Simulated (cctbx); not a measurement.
## TaZnFe15 across an absorption edge

Space group Cmcm (no. 63), a = 7.1350 Å, b = 10.3870 Å, c = 10.6510 Å, α = 90.00°, β = 90.00°, γ = 90.00°.

```
atom  mult.       x       y       z  Ueq (Å²)
 Ta1      4     1/2  0.5494     1/4    0.0066
 Zn1      4     1/2  0.7935     1/4    0.0090
 Fe1      8     1/2  0.6774  0.6369    0.0105
 Fe2     16  0.6694  0.3169  0.5661    0.0107
 Fe3      4       0       0     1/2    0.0088
 Fe4     16  0.6999  0.0518  0.6334    0.0088
 Fe5      8  0.3419  0.8535     3/4    0.0108
 Fe6      8     1/2     7/8  0.5355    0.0080
```

This is a model crystal, built by substitution and not relaxed, with assumed displacement parameters.

Calculated with cctbx: free-atom f′ and f″ from the Sasaki tables, no fine structure; amplitudes in electrons.

| E (eV) | F 0 2 1 | F 1 1 1 | F 1 1 3 | F 1 3 0 |
| --- | --- | --- | --- | --- |
| 6512 | 140.0 | 51.1 | 94.4 | 132.1 |
| 6862 | 137.8 | 55.1 | 96.6 | 134.5 |
| 6992 | 135.9 | 59.3 | 99.0 | 137.1 |
| 7052 | 134.2 | 63.7 | 101.6 | 140.0 |
| 7082 | 132.6 | 67.7 | 104.0 | 142.7 |
| 7097 | 130.9 | 72.1 | 106.7 | 145.7 |
| 7104 | 129.5 | 76.0 | 109.1 | 148.4 |
| 7108 | 127.9 | 80.3 | 111.6 | 151.3 |
| 7116 | 128.4 | 82.4 | 112.2 | 151.5 |
| 7120 | 130.3 | 77.3 | 109.1 | 148.0 |
| 7127 | 131.9 | 72.8 | 106.3 | 144.9 |
| 7142 | 133.7 | 68.0 | 103.3 | 141.5 |
| 7172 | 135.4 | 63.2 | 100.4 | 138.2 |
| 7262 | 137.6 | 56.4 | 96.1 | 133.3 |
| 7512 | 139.6 | 48.9 | 91.3 | 127.8 |

**Question.** Which edge is crossed, and why do the reflections move as they do?

The K edge of Fe. The edge is at 7112 eV. f′ of Fe falls from -3.8 e at 6992 eV to -7.3 e at 4 eV below it, and f″ steps from 0.47 to 3.94 e across it. Over that approach |F| changes by -6 % (0 2 1), +35 % (1 1 1), +13 % (1 1 3) and +10 % (1 3 0): a reflection falls where Fe scatters in phase with the total and rises where it scatters against it; it hardly moves where the Fe term is small or cancels by symmetry. Above the edge the larger f″ enters the imaginary part, where it can add to or cancel the other atoms' f″. The structure is centrosymmetric, so Friedel mates stay equal.

[Logs are printed without paths, hosts, clocks, repeated set-up lines and the standing remarks that a program may print on its own settings, such as how far it seeks lower states.]
